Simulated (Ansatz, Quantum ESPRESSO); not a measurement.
## CdSi3 (Pm-3m): zone-centre phonons

Which modes does CdSi3 (Pm-3m) have at the zone centre?

Program: Quantum ESPRESSO 7.5. Level of theory: DFT PBEsol, scalar-relativistic, plane waves, GBRV ultrasoft pseudopotentials. Results are calculated unless marked as measured.

The structure was built from a prototype and need not be the compound's stable phase.

### Step 1. The starting structure

Symmetry: Pm-3m, No. 221, cubic system. Conventional cell: a = 4.007 Å, b = 4.007 Å, c = 4.007 Å, α = 90.00°, β = 90.00°, γ = 90.00°. Nearest to Cd lie 12 Si at 2.83 Å. Nearest to Si lie 4 Cd at 2.83 Å and 8 Si at 2.83 Å. Farther neighbours are not listed.

### Step 2. A first look

A cheap run with smearing and empty bands tells whether the crystal has a gap, which decides between fixed occupations and smearing later on.

Input file probe.in:

```
&CONTROL
  calculation = 'scf'
  prefix      = 'x'
  outdir      = './tmp'
  pseudo_dir  = './pseudo'
  tprnfor     = .true.
  tstress     = .true.
  verbosity   = 'high'
/
&SYSTEM
  ibrav       = 1
  celldm(1)   = 7.57148174
  nat         = 4
  ntyp        = 2
  ecutwfc     = 40.0
  ecutrho     = 240.0
  occupations = 'smearing'
  smearing    = 'gaussian'
  degauss     = 0.01
/
&ELECTRONS
  conv_thr         = 1.0d-07
  mixing_beta      = 0.7
  electron_maxstep = 100
/
ATOMIC_SPECIES
 Cd    112.4140  Cd.upf
 Si     28.0850  Si.upf
ATOMIC_POSITIONS crystal
 Cd     0.000000000   0.000000000   0.000000000
 Si     0.000000000   0.500000000   0.500000000
 Si     0.500000000   0.000000000   0.500000000
 Si     0.500000000   0.500000000   0.000000000
K_POINTS automatic
 4 4 4 0 0 0
```

Run with:

```bash
$ OMP_NUM_THREADS=1 mpirun -n 4 pw.x -nk 4 -in probe.in > probe.out
```

The log of the run:

```text
[banners, grids, parts of the stress and lines that vanish by symmetry left out]
Program PWSCF v.7.5
     bravais-lattice index     =            1
     lattice parameter (alat)  =       7.5715  a.u.
[...]
kinetic-energy cutoff     =      40.0000  Ry
     charge density cutoff     =     240.0000  Ry
     scf convergence threshold =      1.0E-07
[...]
Exchange-correlation= SLA  PW   PSX  PSC
                           (   1   4  10   8   0   0   0)
[...]
48 Sym. Ops., with inversion, found
[...]
(     0          1          0      )
                  (     0          0          1      )
[...]
(  0.0000000  1.0000000  0.0000000 )
                  (  0.0000000  0.0000000  1.0000000 )
[...]
(     0         -1          0      )
                  (     0          0          1      )
[...]
(     1          0          0      )
[...]
( -1.0000000  0.0000000  0.0000000 )
                  (  0.0000000  1.0000000  0.0000000 )
[...]
number of k points=    10  Gaussian smearing, width (Ry)=  0.0100
[...]
End of self-consistent calculation
[...]
the Fermi energy is    11.4339 ev
!    total energy              =    -143.02592466 Ry
[...]
convergence has been achieved in   8 iterations
[...]
atom    1 type  1   force =     0.00000000    0.00000000    0.00000000
     atom    2 type  2   force =     0.00000000    0.00000000    0.00000000
     atom    3 type  2   force =     0.00000000    0.00000000    0.00000000
     atom    4 type  2   force =     0.00000000    0.00000000    0.00000000
[...]
Total force =     0.000000     Total SCF correction =     0.000000
[...]
total   stress  (Ry/bohr**3)                   (kbar)     P=       31.59
[...]
XML data file, charge density, pseudopotentials, collected wavefunctions

   JOB DONE.
```

It took 3.3 s on 4 MPI ranks of Arm Neoverse V1, shared host; 13 s of CPU time.

This step gave:

| Item | Value |
| --- | --- |
| volume per atom | 16.08 Å³ |
| pressure | 3.159 GPa |
| gap on the k-mesh | 0 eV |

No gap opens on this mesh, so smearing is kept; the start stands at 3.2 GPa.

### Step 3. Relaxing the cell and atoms

The relaxation runs at a cutoff a fifth above that of the response, since stress converges more slowly with the basis than frequencies do. Forces and stress are brought to rest with tight thresholds.

Input file relax.in:

```
&CONTROL
  calculation   = 'vc-relax'
  prefix        = 'x'
  outdir        = './tmp'
  pseudo_dir    = './pseudo'
  tprnfor       = .true.
  tstress       = .true.
  forc_conv_thr = 2.0d-05
  etot_conv_thr = 1.0d-07
  nstep         = 40
/
&SYSTEM
  ibrav       = 1
  celldm(1)   = 7.57148174
  nat         = 4
  ntyp        = 2
  ecutwfc     = 48
  ecutrho     = 288.0
  occupations = 'smearing'
  smearing    = 'mv'
  degauss     = 0.02
/
&ELECTRONS
  conv_thr         = 1.0d-11
  mixing_beta      = 0.7
  electron_maxstep = 100
/
&IONS
/
&CELL
  press_conv_thr = 0.2
/
ATOMIC_SPECIES
 Cd    112.4140  Cd.upf
 Si     28.0850  Si.upf
ATOMIC_POSITIONS crystal
 Cd     0.000000000   0.000000000   0.000000000
 Si     0.000000000   0.500000000   0.500000000
 Si     0.500000000   0.000000000   0.500000000
 Si     0.500000000   0.500000000   0.000000000
K_POINTS automatic
 8 8 8 0 0 0
```

Run with:

```bash
$ OMP_NUM_THREADS=1 mpirun -n 4 pw.x -nk 4 -in relax.in > relax.out
```

The log of the run:

```text
[banners, grids, parts of the stress and lines that vanish by symmetry left out]
[banner, memory and clock lines left out]
Program PWSCF v.7.5

[...]
kinetic-energy cutoff     =      48.0000  Ry
     charge density cutoff     =     288.0000  Ry
     scf convergence threshold =      1.0E-11
[...]
energy convergence thresh.=      1.0E-07
     force convergence thresh. =      2.0E-05
     press convergence thresh. =      2.0E-01
     Exchange-correlation= SLA  PW   PSX  PSC
                           (   1   4  10   8   0   0   0)
[...]
48 Sym. Ops., with inversion, found
[...]
number of k points=    35  Marzari-Vanderbilt smearing, width (Ry)=  0.0200
[...]
End of self-consistent calculation
[...]
the Fermi energy is    11.1932 ev
!    total energy              =    -143.00601357 Ry
[...]
convergence has been achieved in  10 iterations
[...]
atom    1 type  1   force =     0.00000000    0.00000000    0.00000000
     atom    2 type  2   force =     0.00000000    0.00000000    0.00000000
     atom    3 type  2   force =     0.00000000    0.00000000    0.00000000
     atom    4 type  2   force =     0.00000000    0.00000000    0.00000000
     Total force =     0.000000     Total SCF correction =     0.000000
[...]
total   stress  (Ry/bohr**3)                   (kbar)     P=       41.53
[...]
number of bfgs steps    =   0
[...]
CELL_PARAMETERS (alat=  7.57148174)
[...]
ATOMIC_POSITIONS (crystal)
Cd               0.0000000000        0.0000000000        0.0000000000
Si               0.0000000000        0.5000000000        0.5000000000
Si               0.5000000000        0.0000000000        0.5000000000
Si               0.5000000000        0.5000000000        0.0000000000
[...]
New effective cutoffs (rho, wfc):  283.83   47.32
[...]
End of self-consistent calculation
[...]
the Fermi energy is    10.8772 ev
!    total energy              =    -143.00799294 Ry
[...]
convergence has been achieved in   7 iterations
[...]
atom    1 type  1   force =     0.00000000    0.00000000    0.00000000
     atom    2 type  2   force =     0.00000000    0.00000000    0.00000000
     atom    3 type  2   force =     0.00000000    0.00000000    0.00000000
     atom    4 type  2   force =     0.00000000    0.00000000    0.00000000
     Total force =     0.000000     Total SCF correction =     0.000000
[...]
total   stress  (Ry/bohr**3)                   (kbar)     P=       21.75
[...]
number of bfgs steps    =   1
[...]
CELL_PARAMETERS (alat=  7.57148174)
[...]
ATOMIC_POSITIONS (crystal)
[...]
New effective cutoffs (rho, wfc):  279.51   46.60
[...]
End of self-consistent calculation
[...]
the Fermi energy is    10.5395 ev
!    total energy              =    -143.00881176 Ry
[...]
convergence has been achieved in   8 iterations
[...]
atom    1 type  1   force =     0.00000000    0.00000000    0.00000000
     atom    2 type  2   force =     0.00000000    0.00000000    0.00000000
     atom    3 type  2   force =     0.00000000    0.00000000    0.00000000
     atom    4 type  2   force =     0.00000000    0.00000000    0.00000000
     Total force =     0.000000     Total SCF correction =     0.000000
[...]
total   stress  (Ry/bohr**3)                   (kbar)     P=        1.96
[...]
number of bfgs steps    =   2
[...]
CELL_PARAMETERS (alat=  7.57148174)
[...]
ATOMIC_POSITIONS (crystal)
[...]
New effective cutoffs (rho, wfc):  279.08   46.53
[...]
End of self-consistent calculation
[...]
the Fermi energy is    10.5059 ev
!    total energy              =    -143.00881905 Ry
[...]
convergence has been achieved in   6 iterations
[...]
atom    1 type  1   force =     0.00000000    0.00000000    0.00000000
     atom    2 type  2   force =     0.00000000    0.00000000    0.00000000
     atom    3 type  2   force =     0.00000000    0.00000000    0.00000000
     atom    4 type  2   force =     0.00000000    0.00000000    0.00000000
     Total force =     0.000000     Total SCF correction =     0.000000
[...]
total   stress  (Ry/bohr**3)                   (kbar)     P=        0.08
[...]
number of bfgs steps    =   3
[...]
CELL_PARAMETERS (alat=  7.57148174)
[...]
ATOMIC_POSITIONS (crystal)
[...]
New effective cutoffs (rho, wfc):  279.06   46.52
[...]
End of self-consistent calculation
[...]
the Fermi energy is    10.5045 ev
!    total energy              =    -143.00881906 Ry
[...]
convergence has been achieved in   5 iterations
[...]
atom    1 type  1   force =     0.00000000    0.00000000    0.00000000
     atom    2 type  2   force =     0.00000000    0.00000000    0.00000000
     atom    3 type  2   force =     0.00000000    0.00000000    0.00000000
     atom    4 type  2   force =     0.00000000    0.00000000    0.00000000
     Total force =     0.000000     Total SCF correction =     0.000000
[...]
total   stress  (Ry/bohr**3)                   (kbar)     P=        0.00
[...]
bfgs converged in   5 scf cycles and   4 bfgs steps
[...]
End of BFGS Geometry Optimization
     Final enthalpy           =    -143.0088190569 Ry
     File ./tmp/x.bfgs deleted, as requested
[...]
CELL_PARAMETERS (alat=  7.57148174)
[...]
ATOMIC_POSITIONS (crystal)
[...]
Si               0.5000000000        0.0000000000        0.5000000000
Si               0.5000000000        0.5000000000        0.0000000000
[...]
Final scf calculation at the relaxed structure.
[...]
kinetic-energy cutoff     =      48.0000  Ry
     charge density cutoff     =     288.0000  Ry
     scf convergence threshold =      1.0E-13
[...]
press convergence thresh. =      2.0E-01
     Exchange-correlation= SLA  PW   PSX  PSC
                           (   1   4  10   8   0   0   0)
[...]
48 Sym. Ops., with inversion, found
[...]
number of k points=    35  Marzari-Vanderbilt smearing, width (Ry)=  0.0200
[...]
c_bands:  1 eigenvalues not converged
     c_bands:  1 eigenvalues not converged
     c_bands:  1 eigenvalues not converged
[...]
End of self-consistent calculation
[...]
the Fermi energy is    10.5045 ev
!    total energy              =    -143.00898209 Ry
[...]
convergence has been achieved in  13 iterations
[...]
atom    1 type  1   force =     0.00000000    0.00000000    0.00000000
     atom    2 type  2   force =     0.00000000    0.00000000    0.00000000
     atom    3 type  2   force =     0.00000000    0.00000000    0.00000000
     atom    4 type  2   force =     0.00000000    0.00000000    0.00000000
     Total force =     0.000000     Total SCF correction =     0.000000
[...]
total   stress  (Ry/bohr**3)                   (kbar)     P=       -0.84
[...]
XML data file, charge density, pseudopotentials, collected wavefunctions
```

Run time: 49 s. Hardware: 4 MPI ranks; 3.2 min of CPU time.

Step by step:

```csv
step,energy less that of the first step (eV),largest force (eV/Å),pressure (GPa),volume (Å³)
1,0.0000,0.0000,4.15,64.32
2,-0.0269,0.0000,2.17,65.69
3,-0.0381,0.0000,0.20,67.22
4,-0.0382,0.0000,0.01,67.38
5,-0.0382,0.0000,0.00,67.38
6,-0.0404,0.0000,-0.08,67.38
```

```csv
"conventional cell, symmetrised",before,after,change
a (Å),4.007,4.069,+1.6 %
b (Å),4.007,4.069,+1.6 %
c (Å),4.007,4.069,+1.6 %
volume (Å³/atom),16.08,16.85,+4.8 %
```

Final coordinates:

```xyz
4
Lattice="4.0693 0.0000 0.0000 0.0000 4.0693 0.0000 0.0000 0.0000 4.0693" Properties=species:S:1:pos:R:3 pbc="T T T"
Cd    0.0000    0.0000    0.0000
Si    0.0000    2.0347    2.0347
Si    2.0347    0.0000    2.0347
Si    2.0347    2.0347    0.0000
```

The last row of the table of steps is pw.x's closing run on a basis chosen anew for the final cell, so its energy can jump.

Numbers from this step:

```
volume per atom : 16.85 Å³
pressure        : -0.084 GPa
```

The volume changes by +4.8 % from the cell with which this run began.

### Step 4. Ground state

Perturbation theory inherits every error of the wavefunctions, so the threshold is set near the limit of the arithmetic. Smearing stays on, as the first look found no gap above 0.3 eV.

Input file scf.in:

```
&CONTROL
  calculation = 'scf'
  prefix      = 'x'
  outdir      = './tmp'
  pseudo_dir  = './pseudo'
  tprnfor     = .true.
  tstress     = .true.
/
&SYSTEM
  ibrav       = 1
  celldm(1)   = 7.68988316
  nat         = 4
  ntyp        = 2
  ecutwfc     = 40.0
  ecutrho     = 240.0
  occupations = 'smearing'
  smearing    = 'mv'
  degauss     = 0.02
/
&ELECTRONS
  conv_thr         = 1.0d-12
  mixing_beta      = 0.7
  electron_maxstep = 100
/
ATOMIC_SPECIES
 Cd    112.4140  Cd.upf
 Si     28.0850  Si.upf
ATOMIC_POSITIONS crystal
 Cd     0.000000000   0.000000000   0.000000000
 Si     0.000000000   0.500000000   0.500000000
 Si     0.500000000   0.000000000   0.500000000
 Si     0.500000000   0.500000000   0.000000000
K_POINTS automatic
 8 8 8 0 0 0
```

Run with:

```bash
$ OMP_NUM_THREADS=1 mpirun -n 4 pw.x -nk 4 -in scf.in > scf.out
```

The log of the run:

```text
[banners, grids, parts of the stress and lines that vanish by symmetry left out]
[banner, memory and clock lines left out]
Program PWSCF v.7.5

[...]
kinetic-energy cutoff     =      40.0000  Ry
     charge density cutoff     =     240.0000  Ry
     scf convergence threshold =      1.0E-12
[...]
Exchange-correlation= SLA  PW   PSX  PSC
                           (   1   4  10   8   0   0   0)
[...]
48 Sym. Ops., with inversion, found
[...]
number of k points=    35  Marzari-Vanderbilt smearing, width (Ry)=  0.0200
[...]
End of self-consistent calculation
[...]
the Fermi energy is    10.5046 ev
!    total energy              =    -143.00851233 Ry
[...]
convergence has been achieved in  12 iterations
[...]
atom    1 type  1   force =     0.00000000    0.00000000    0.00000000
     atom    2 type  2   force =     0.00000000    0.00000000    0.00000000
     atom    3 type  2   force =     0.00000000    0.00000000    0.00000000
     atom    4 type  2   force =     0.00000000    0.00000000    0.00000000
     Total force =     0.000000     Total SCF correction =     0.000000
[...]
total   stress  (Ry/bohr**3)                   (kbar)     P=       -0.82
[...]
XML data file, charge density, pseudopotentials, collected wavefunctions
```

Run time: 8.1 s. Hardware: 4 MPI ranks.

Read from the output:

```yaml
pressure: -0.08200 GPa
```

The cell stands at -0.082 GPa, close enough for phonons.

[end of part 1 of 3]

[Host names and launcher messages were left out of these logs when they were recorded.]

[Logs are printed without paths, hosts, clocks, repeated set-up lines and the standing remarks that a program may print on its own settings, such as how far it seeks lower states.]

[Hosts, paths, dates, database ids (printed as entryN), source tags and the programs' standing remarks are cut or masked in the printed files.]
